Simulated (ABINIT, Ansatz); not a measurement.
## Lattice dynamics of Ho (P6_3/mmc) in two programs

Aim: the phonon dispersion of Ho (P6_3/mmc), checked by a second program.

Main program and level: ABINIT 10.8.3; DFT PBE, scalar-relativistic, plane waves, PseudoDojo norm-conserving, 4f in core pseudopotentials.

Most raw output is cut from this account.

## (1) Set-up

It takes space group P6_3/mmc (No. 194, hexagonal). Conventional cell: a = 3.577 Å, b = 3.577 Å, c = 5.616 Å, α = 90.00°, β = 90.00°, γ = 120.00°. Nearest to Ho lie 12 Ho at 3.49 to 3.58 Å.

Coordinates:

```
Ho
1.0
     3.57730    0.00000    0.00000
    -1.78865    3.09803    0.00000
     0.00000    0.00000    5.61580
Ho
2
Direct
  0.33333 0.66667 0.25000
  0.66667 0.33333 0.75000
```

## (2) A first look

A first run with smearing and empty bands tells whether the crystal has a gap, which decides between fixed occupations and smearing later on.

File probe.abi:

```
# ground state
tolvrs 1.0d-08
prtden 1
prtwf 1

# basis, mesh and filling
ecut 21.0
ngkpt 6 6 4
nshiftk 1
shiftk 0.0 0.0 0.0
istwfk *1
occopt 7
tsmear 0.005
nband 18
nstep 100
diemac 9.0
prtebands 0
prtgsr 0

# cell and atoms
acell 3*1.0 Angstrom
rprim 
    3.5773 0.0 0.0
    -1.78865 3.098032677 0.0
    0.0 0.0 5.6158
ntypat 1
znucl 67
natom 2
typat 1 1
xred 
    1/3 2/3 0.25
    2/3 1/3 0.75
pp_dirpath "./pseudo"
pseudos "Ho.upf"
```

The run is started by

```bash
> OMP_NUM_THREADS=1 mpirun -n 4 abinit probe.abi > probe.log
```

Wall time 8 s (4 MPI ranks of Intel Xeon Platinum 8488C (Sapphire Rapids), shared host).

Read from the output:

```yaml
volume_per_atom: 31.12 Å³
pressure: -0.4713 GPa
gap_on_the_k_mesh: 0 eV
```

No gap opens on this mesh, so smearing is kept; the printed pressure holds the stress of the finite basis too.

## (3) Relaxing the cell and atoms

The harmonic expansion needs vanishing forces, and a free crystal bears no stress, so cell and atoms are brought to rest. Stress is more sensitive to the basis than forces are: the last 3 Ha under the cutoff are smoothed with ecutsm, and the cutoff is raised above that of the later runs.

File relax.abi:

```
# relaxation
ionmov 2
optcell 2
dilatmx 1.08
ntime 40
tolmxf 1.0d-05
tolvrs 1.0d-14
prtwf 0
prtden 0
chksymtnons 0

# basis, mesh and filling
ecut 27.0
ecutsm 3.0
ngkpt 9 9 6
nshiftk 1
shiftk 0.0 0.0 0.0
istwfk *1
occopt 7
tsmear 0.01
nband 18
nstep 100
diemac 1000000.0
prtebands 0
prtgsr 0

# cell and atoms
acell 3*1.0 Angstrom
rprim 
    3.5773 0.0 0.0
    -1.78865 3.098032677 0.0
    0.0 0.0 5.6158
ntypat 1
znucl 67
natom 2
typat 1 1
xred 
    1/3 2/3 0.25
    2/3 1/3 0.75
pp_dirpath "./pseudo"
pseudos "Ho.upf"
```

The run is started by

```bash
> OMP_NUM_THREADS=1 mpirun -n 4 abinit relax.abi > relax.log
```

Wall time 2 min (4 MPI ranks); 8.1 min of CPU time.

The steps of the relaxation:

```csv
step,energy less that of the first step (eV),largest force (eV/Å),volume (Å³)
1,0.0000,0.0000,62.24
2,0.0000,0.0000,62.24
3,-0.0002,0.0000,62.29
4,-0.0002,0.0000,62.28
5,-0.0002,0.0000,62.27
```

```
conventional cell, symmetrised  before  after  change
                         a (Å)   3.577  3.584  +0.2 %
                         b (Å)   3.577  3.584  +0.2 %
                         c (Å)   5.616  5.599  -0.3 %
              volume (Å³/atom)   31.12  31.13  +0.1 %
```

Final coordinates:

```xyz
2
Lattice="3.5836 0.0000 0.0000 -1.7918 3.1035 0.0000 0.0000 0.0000 5.5989" Properties=species:S:1:pos:R:3 pbc="T T T"
Ho    0.0000    2.0690    1.3997
Ho    1.7918    1.0345    4.1992
```

Read from the output:

| Property | Result |
| --- | --- |
| volume per atom | 31.13 Å³ |
| pressure | -1.58e-4 GPa |

The volume changes by +0.1 % in this run and stands +0.1 % from the first cell.

## (4) Ground state

The response is built on these wavefunctions, so the potential is converged far more tightly than an energy would need. Smearing stays on, as the first look found no gap above 0.3 eV.

File gs.abi:

```
# ground state
tolvrs 1.0d-16
prtden 1
prtwf 1

# basis, mesh and filling
ecut 21.0
ngkpt 9 9 6
nshiftk 1
shiftk 0.0 0.0 0.0
istwfk *1
occopt 7
tsmear 0.01
nband 18
nstep 100
diemac 1000000.0
prtebands 0
prtgsr 0

# cell and atoms
acell 3*1.0 Angstrom
rprim 
    3.583621872 0.0 0.0
    -1.791810936 3.103507579 0.0
    0.0 0.0 5.598868385
ntypat 1
znucl 67
natom 2
typat 1 1
xred 
    1/3 2/3 0.25
    2/3 1/3 0.75
pp_dirpath "./pseudo"
pseudos "Ho.upf"
```

The run is started by

```bash
> OMP_NUM_THREADS=1 mpirun -n 4 abinit gs.abi > gs.log
```

Elapsed: 22 s, on 4 MPI ranks.

This step gave:

```
pressure : -0.5266 GPa
```

The cell stands at -0.53 GPa: the relaxation ran with a smoothed and higher cutoff, and the difference is a stress of the finite basis.

## (5) Linear response at Γ

At q = 0 one unit cell holds all displacements. The response is solved for single atoms along the cell's directions, and symmetry skips those that follow from others. The crystal is treated as a metal, which screens a static field, so no field response is asked.

File dfpt_gamma.abi:

```

# common to the responses
getwfk_filepath "gso_WFK"
kptopt 2
nqpt 1
qpt 0.0 0.0 0.0
asr 0
chneut 0

# displacements
rfphon 1
rfatpol 1 2
rfdir 1 1 1
tolvrs 1.0d-10
prtwf 0
prtpot 1

# basis, mesh and filling
ecut 21.0
ngkpt 9 9 6
nshiftk 1
shiftk 0.0 0.0 0.0
istwfk *1
occopt 7
tsmear 0.01
nband 18
nstep 100
diemac 1000000.0
prtebands 0
prtgsr 0

# cell and atoms
acell 3*1.0 Angstrom
rprim 
    3.583621872 0.0 0.0
    -1.791810936 3.103507579 0.0
    0.0 0.0 5.598868385
ntypat 1
znucl 67
natom 2
typat 1 1
xred 
    1/3 2/3 0.25
    2/3 1/3 0.75
pp_dirpath "./pseudo"
pseudos "Ho.upf"
```

The run is started by

```bash
> OMP_NUM_THREADS=1 mpirun -n 4 abinit dfpt_gamma.abi > dfpt_gamma.log
```

Wall time 86 s (4 MPI ranks).

This step gave:

* largest acoustic frequency at the zone centre before the sum rule: 2.51 cm⁻¹
* highest optical zone-centre mode (no LO-TO term): 111.0 cm⁻¹
* lowest optical zone-centre mode: 65.36 cm⁻¹

The acoustic modes at Γ come out as far as 2.5 cm⁻¹ from zero, where they should vanish, a small numerical error.

## (6) Linear response on the mesh

Linear response treats each wavevector of the 3×3×2 mesh in the unit cell; the first-order potentials are kept for the electron-phonon matrix elements.

File dfpt_q.abi:

```
ndtset 5

# wavevectors
qpt1 0.3333333333 0.0 0.0
qpt2 0.3333333333 0.3333333333 0.0
qpt3 0.0 0.0 0.5
qpt4 0.3333333333 0.0 0.5
qpt5 0.3333333333 0.3333333333 0.5

# displacements
getwfk_filepath "gso_WFK"
getwfq_filepath "gso_WFK"
kptopt 3
nqpt 1
rfphon 1
rfatpol 1 2
rfdir 1 1 1
tolvrs 1.0d-10
prtwf 0
prtpot 1

# basis, mesh and filling
ecut 21.0
ngkpt 9 9 6
nshiftk 1
shiftk 0.0 0.0 0.0
istwfk *1
occopt 7
tsmear 0.01
nband 18
nstep 100
diemac 1000000.0
prtebands 0
prtgsr 0

# cell and atoms
acell 3*1.0 Angstrom
rprim 
    3.583621872 0.0 0.0
    -1.791810936 3.103507579 0.0
    0.0 0.0 5.598868385
ntypat 1
znucl 67
natom 2
typat 1 1
xred 
    1/3 2/3 0.25
    2/3 1/3 0.75
pp_dirpath "./pseudo"
pseudos "Ho.upf"
```

The run is started by

```bash
> OMP_NUM_THREADS=1 mpirun -n 4 abinit dfpt_q.abi > dfpt_q.log
```

Wall time 26 min (4 MPI ranks); 1.7 h of CPU time.

Read from the output:

```yaml
lowest_mode_on_the_q_mesh_acoustic_ones_at_the_zone_centre_apart: 47.72 cm⁻¹
```

Frequencies (cm⁻¹) before the sum rule at the irreducible wavevectors but Γ, which is solved apart; negative means imaginary. Frequencies by wavevector:

```csv
q (fractions),star,mode 1,mode 2,mode 3,mode 4,mode 5,mode 6
0.3333 0 0,6,50.93,54.28,84.8,89.23,93.58,107.5
0.3333 0.3333 0,2,80.21,80.21,82.69,82.69,94.93,101.9
0 0 0.5,1,47.72,47.72,47.72,47.72,81.47,81.47
0.3333 0 0.5,6,65.37,65.37,70.16,70.16,99.85,99.85
0.3333 0.3333 0.5,2,50.57,50.57,96.09,96.09,100.8,100.8
```

## (7) Interpolated phonon bands

anaddb transforms the dynamical matrices to force constants and back along the path; points of the mesh come back as solved, but for the sum rule and, in polar crystals, the LO-TO term at Γ; the rest is interpolation.

File anaddb.abi:

```
ddb_filepath "all_DDB"
output_file "anaddb.abo"
outdata_prefix "anaddb"
ifcflag 1
ngqpt 3 3 2
nqshft 1
q1shft 0.0 0.0 0.0
asr 1
chneut 0
dipdip 0
dipquad 0
quadquad 0
enunit 0
eivec 0
nph1l 93
qph1l 
    0.0 0.0 0.0 1.0
    0.05 0.0 0.0 1.0
    0.1 0.0 0.0 1.0
    0.15 0.0 0.0 1.0
    0.2 0.0 0.0 1.0
    0.25 0.0 0.0 1.0
    0.3 0.0 0.0 1.0
    0.35 0.0 0.0 1.0
    0.4 0.0 0.0 1.0
    0.45 0.0 0.0 1.0
    0.5 0.0 0.0 1.0
    0.48333333 0.03333333 0.0 1.0
    0.46666667 0.06666667 0.0 1.0
    0.45 0.1 0.0 1.0
    0.43333333 0.13333333 0.0 1.0
    0.41666667 0.16666667 0.0 1.0
    0.4 0.2 0.0 1.0
    0.38333333 0.23333333 0.0 1.0
    0.36666667 0.26666667 0.0 1.0
    0.35 0.3 0.0 1.0
    0.33333333 0.33333333 0.0 1.0
    0.3 0.3 0.0 1.0
    0.26666667 0.26666667 0.0 1.0
    0.23333333 0.23333333 0.0 1.0
    0.2 0.2 0.0 1.0
    0.16666667 0.16666667 0.0 1.0
    0.13333333 0.13333333 0.0 1.0
    0.1 0.1 0.0 1.0
    0.06666667 0.06666667 0.0 1.0
    0.03333333 0.03333333 0.0 1.0
    0.0 0.0 0.0 1.0
    0.0 0.0 0.05 1.0
    0.0 0.0 0.1 1.0
    0.0 0.0 0.15 1.0
    0.0 0.0 0.2 1.0
    0.0 0.0 0.25 1.0
    0.0 0.0 0.3 1.0
    0.0 0.0 0.35 1.0
    0.0 0.0 0.4 1.0
    0.0 0.0 0.45 1.0
    0.0 0.0 0.5 1.0
    0.05 0.0 0.5 1.0
    0.1 0.0 0.5 1.0
    0.15 0.0 0.5 1.0
    0.2 0.0 0.5 1.0
    0.25 0.0 0.5 1.0
    0.3 0.0 0.5 1.0
    0.35 0.0 0.5 1.0
    0.4 0.0 0.5 1.0
    0.45 0.0 0.5 1.0
    0.5 0.0 0.5 1.0
    0.48333333 0.03333333 0.5 1.0
    0.46666667 0.06666667 0.5 1.0
    0.45 0.1 0.5 1.0
    0.43333333 0.13333333 0.5 1.0
    0.41666667 0.16666667 0.5 1.0
    0.4 0.2 0.5 1.0
    0.38333333 0.23333333 0.5 1.0
    0.36666667 0.26666667 0.5 1.0
    0.35 0.3 0.5 1.0
    0.33333333 0.33333333 0.5 1.0
    0.3 0.3 0.5 1.0
    0.26666667 0.26666667 0.5 1.0
    0.23333333 0.23333333 0.5 1.0
    0.2 0.2 0.5 1.0
    0.16666667 0.16666667 0.5 1.0
    0.13333333 0.13333333 0.5 1.0
    0.1 0.1 0.5 1.0
    0.06666667 0.06666667 0.5 1.0
    0.03333333 0.03333333 0.5 1.0
    0.0 0.0 0.5 1.0
    0.5 0.0 0.5 1.0
    0.5 0.0 0.45 1.0
    0.5 0.0 0.4 1.0
    0.5 0.0 0.35 1.0
    0.5 0.0 0.3 1.0
    0.5 0.0 0.25 1.0
    0.5 0.0 0.2 1.0
    0.5 0.0 0.15 1.0
    0.5 0.0 0.1 1.0
    0.5 0.0 0.05 1.0
    0.5 0.0 0.0 1.0
    0.33333333 0.33333333 0.5 1.0
    0.33333333 0.33333333 0.45 1.0
    0.33333333 0.33333333 0.4 1.0
    0.33333333 0.33333333 0.35 1.0
    0.33333333 0.33333333 0.3 1.0
    0.33333333 0.33333333 0.25 1.0
    0.33333333 0.33333333 0.2 1.0
    0.33333333 0.33333333 0.15 1.0
    0.33333333 0.33333333 0.1 1.0
    0.33333333 0.33333333 0.05 1.0
    0.33333333 0.33333333 0.0 1.0
```

File mrgddb.in:

```
all_DDB
merged
6
dfpt_gammao_DDB
dfpt_qo_DS1_DDB
dfpt_qo_DS2_DDB
dfpt_qo_DS3_DDB
dfpt_qo_DS4_DDB
dfpt_qo_DS5_DDB
```

The run is started by

```bash
> mrgddb < mrgddb.in > mrgddb.log
> OMP_NUM_THREADS=1 anaddb anaddb.abi > anaddb.log
```

It took 0.76 s on 1 thread.

This step gave:

| Quantity | Value |
| --- | --- |
| lowest frequency on the path | 0 cm⁻¹ |

Anaddb. The phonon branches at the labelled points (cm⁻¹):

```csv
point,branch 1,branch 2,branch 3,branch 4,branch 5,branch 6
Γ,0,0,0,65,65,111
halfway,44,44,70,82,86,110
M,56,64,95,97,100,103
halfway,67,69,88,97,98,101
K,80,80,83,83,95,102
halfway,50,57,68,89,89,108
Γ,0,0,0,65,65,111
halfway,26,26,45,61,61,104
A,48,48,48,48,82,82
halfway,64,64,64,64,92,92
L,65,65,75,75,108,108
halfway,56,56,86,86,105,105
H,51,51,96,96,101,101
halfway,59,59,75,75,94,94
A,48,48,48,48,82,82
jump to L,65,65,75,75,108,108
halfway,60,61,84,89,104,108
M,56,64,95,97,100,103
jump to H,51,51,96,96,101,101
halfway,62,62,95,96,96,100
K,80,80,83,83,95,102
```

All branches are real along the path.

## (8) Sums over the zone

Sums over the zone need many more wavevectors than were solved, so the interpolation is sampled on a dense mesh.

File anaddb.abi:

```
ddb_filepath "all_DDB"
output_file "anaddb.abo"
outdata_prefix "anaddb"
ifcflag 1
ngqpt 3 3 2
nqshft 1
q1shft 0.0 0.0 0.0
asr 1
chneut 0
dipdip 0
dipquad 0
quadquad 0
prtdos 2
ng2qpt 14 14 8
dosdeltae 4.5563e-06
ntemper 11
temperinc 100.0
tempermin 0.0
```

The run is started by

```bash
> OMP_NUM_THREADS=1 anaddb anaddb.abi > anaddb.log
```

Elapsed: 0.79 s, on 1 thread.

This step gave:

| Item | Value |
| --- | --- |
| share of modes beyond 3i cm⁻¹ on the dense interpolated mesh | 0 |
| zero-point energy per atom | 14.45 meV |
| heat capacity at 300 K | 24.64 J/(mol atoms K) |
| vibrational entropy at 300 K | 50.71 J/(mol atoms K) |

The phonon density of states has structure finer than the step of the table below, so its rows give means over 5 cm⁻¹, whole bins alone (the curve runs from -30 to 141 cm⁻¹). Peaks (cm⁻¹: height): 57.0: 0.115, 82.0: 0.103, 99.0: 0.111, 101.0: 0.138, 105.0: 0.155.

Tetrahedra. Table of phonon density of states by wavenumber; means over each step:

```
wavenumber (cm⁻¹)  phonon density of states (1/cm⁻¹/cell)
                0                                  5.0e-6
                5                                  1.1e-4
               10                                  4.2e-4
               15                                 0.00125
               20                                 0.00265
               25                                 0.00469
               30                                 0.00753
               35                                  0.0113
               40                                  0.0170
               45                                  0.0265
               50                                  0.0567
               55                                   0.110
               60                                  0.0928
               65                                  0.0866
               70                                  0.0682
               75                                  0.0796
               80                                  0.0919
               85                                  0.0916
               90                                  0.0907
               95                                  0.0934
              100                                   0.109
              105                                   0.130
              110                                  0.0251
              115                                       0
```

Harmonic thermodynamic functions per atom, summed over the density of states scaled to three modes an atom; melting is ignored. Thermodynamic functions:

```
T (K)  F_vib (meV/atom)  S (J/mol-atom/K)  C_V (J/mol-atom/K)
    0             14.45                 0                   0
   50             12.62             10.65               16.64
  100              3.28             24.48               22.38
  200            -31.41             40.78               24.26
  300            -79.15             50.71               24.64
  400            -135.6             57.82               24.77
  500            -198.5             63.35               24.83
  600            -266.5             67.88               24.87
  700            -338.9             71.72               24.89
  800              -415             75.04                24.9
  900            -494.4             77.97               24.91
 1000            -576.5              80.6               24.92
```

At 300 K the heat capacity has reached 99 % of the Dulong-Petit value.

## (9) A second program

A second program on the same cell, potentials, cutoff and meshes tests the implementation of the phonon response, not its convergence.

This step: DFT PBE, scalar-relativistic, plane waves, norm-conserving pseudopotentials, 4f in core (Ansatz 0.2.0).

File input.yaml:

```yaml
crystal:
  lattice:
    - [3.5836218719, 0.0, 0.0]
    - [-1.791810936, 3.1035075787, 0.0]
    - [0.0, 0.0, 5.5988683847]
  atoms:
    - { symbol: Ho, position: [0.3333333333, 0.6666666667, 0.25] }
    - { symbol: Ho, position: [0.6666666667, 0.3333333333, 0.75] }
kpoints:
  mp_grid: { grid: [9, 9, 6] }
hamiltonian:
  xc: pbe
  pseudopotentials:
    kind: nc
    azcp: { Ho: "pseudopotentials/pbe/nc/lanthanide_3plus/Ho.nc.azcp" }
    accuracy: standard
scf:
  occupations: { method: gaussian, width: 0.27211 }
output:
  eigenvalues: true
basis:
  ecutwfc: 571.439
phonons:
  method: dfpt
  qmesh: [3, 3, 2]
  temperatures: { t_max: 1000, t_step: 50 }
  qpath:
    path:
      - [[0.0, 0.0, 0.0], [0.5, 0.0, 0.0], [0.33333333, 0.33333333, 0.0], [0.0, 0.0, 0.0], [0.0, 0.0, 0.5], [0.5, 0.0, 0.5], [0.33333333, 0.33333333, 0.5], [0.0, 0.0, 0.5]]
      - [[0.5, 0.0, 0.5], [0.5, 0.0, 0.0]]
      - [[0.33333333, 0.33333333, 0.5], [0.33333333, 0.33333333, 0.0]]
    npoints: 10
  electrical_resistivity: { temperatures: [77, 300], mesh: [18, 18, 12] }
```

The run is started by

```bash
> ansatz run input.yaml --threads 4 --pin off --max-ram 16384MiB --backend cpu --events-out ev --progress --plain --runs-dir out
```

Run time: 3.5 min. Hardware: 4 threads; peak memory 2.3 GiB; 13 min of CPU time.

Read from the output:

| Item | Value |
| --- | --- |
| sum-rule residual before enforcement | 1.50e-4 eV/Å² |
| mean frequency | 77.8 cm⁻¹ |
| Debye temperature (second moment) | 149 K |
| logarithmic mean frequency | 74.7 cm⁻¹ |
| lowest optical zone-centre mode | 65.31 cm⁻¹ |
| lowest mode on the q mesh (acoustic ones at the zone centre apart) | 47.69 cm⁻¹ |
| zero-point energy per atom | 14.47 meV |
| vibrational entropy at 300 K | 50.70 J/(mol atoms K) |

## (10) Side by side: ABINIT PseudoDojo and Ansatz, PseudoDojo

Numbers from this step:

```yaml
root_mean_square_difference: 0.03 cm⁻¹
largest_difference: 0.05 cm⁻¹
root_mean_square_difference_on_the_path: 0 cm⁻¹
largest_difference_on_the_path: 0.1 cm⁻¹
```

The interpolated bands of the two lie on top of each other.

At the solved wavevectors the largest difference (acoustic modes at Γ apart) is 0.05 % of the highest mode.

## (11) Outcome

```json
{
  "space group after relaxation": "P6_3/mmc",
  "volume per atom": "31.1 Å³",
  "highest optical zone-centre mode (no LO-TO term)": "111.0 cm⁻¹",
  "lowest optical zone-centre mode": "65.4 cm⁻¹",
  "q mesh": "3×3×2",
  "lowest mode on the q mesh (acoustic ones at the zone centre apart)": "47.7 cm⁻¹",
  "zero-point energy per atom": "14.4 meV",
  "heat capacity at 300 K": "24.6 J/(mol atoms K)",
  "vibrational entropy at 300 K": "50.7 J/(mol atoms K)",
  "imaginary modes on the q mesh": "none",
  "largest difference from Ansatz, PseudoDojo": "0.05 cm⁻¹"
}
```

**Reading.** Ho (P6_3/mmc) is dynamically stable on the 3×3×2 mesh; its spectrum reaches 111 cm⁻¹. At the PBE level the optical modes of Ho (P6_3/mmc) at the zone centre run from 65 to 111 cm⁻¹. Along axes with an odd number of divisions the mesh misses the zone-boundary points at one half, where instabilities often lie; those are only interpolated. The base run prints -0.53 GPa, mostly the error of a finite basis; the relaxation, with a smoothed and higher cutoff, had brought the cell to rest. ABINIT PseudoDojo and Ansatz, PseudoDojo agree to 0.05 cm⁻¹ (0.05 % of the highest mode compared) on all solved modes but the acoustic ones at Γ. These are harmonic frequencies at zero temperature: anharmonic shifts and linewidths and thermal expansion are left out. Spin-orbit coupling is left out, which can matter for the heavy elements here. In a metal the frequencies hang on the k mesh and the smearing, most of all near Kohn anomalies. The 4f electrons are frozen in the core as for a trivalent ion, so their moments and any magnetic order are left out. Ansatz warns that the cutoff lies 16 % under the one recommended for these files; agreement at one cutoff is not convergence. Electron-phonon sums were run after this but are left out, since no second program bore their λ out within 30 %; a λ that a log prints is not taken as a result.

[Host names and launcher messages were left out of these logs when they were recorded.]

[Logs are printed without paths, hosts, clocks, repeated set-up lines and the standing remarks that a program may print on its own settings, such as how far it seeks lower states.]

[Hosts, paths, dates, database ids (printed as entryN), source tags and the programs' standing remarks are cut or masked in the printed files.]
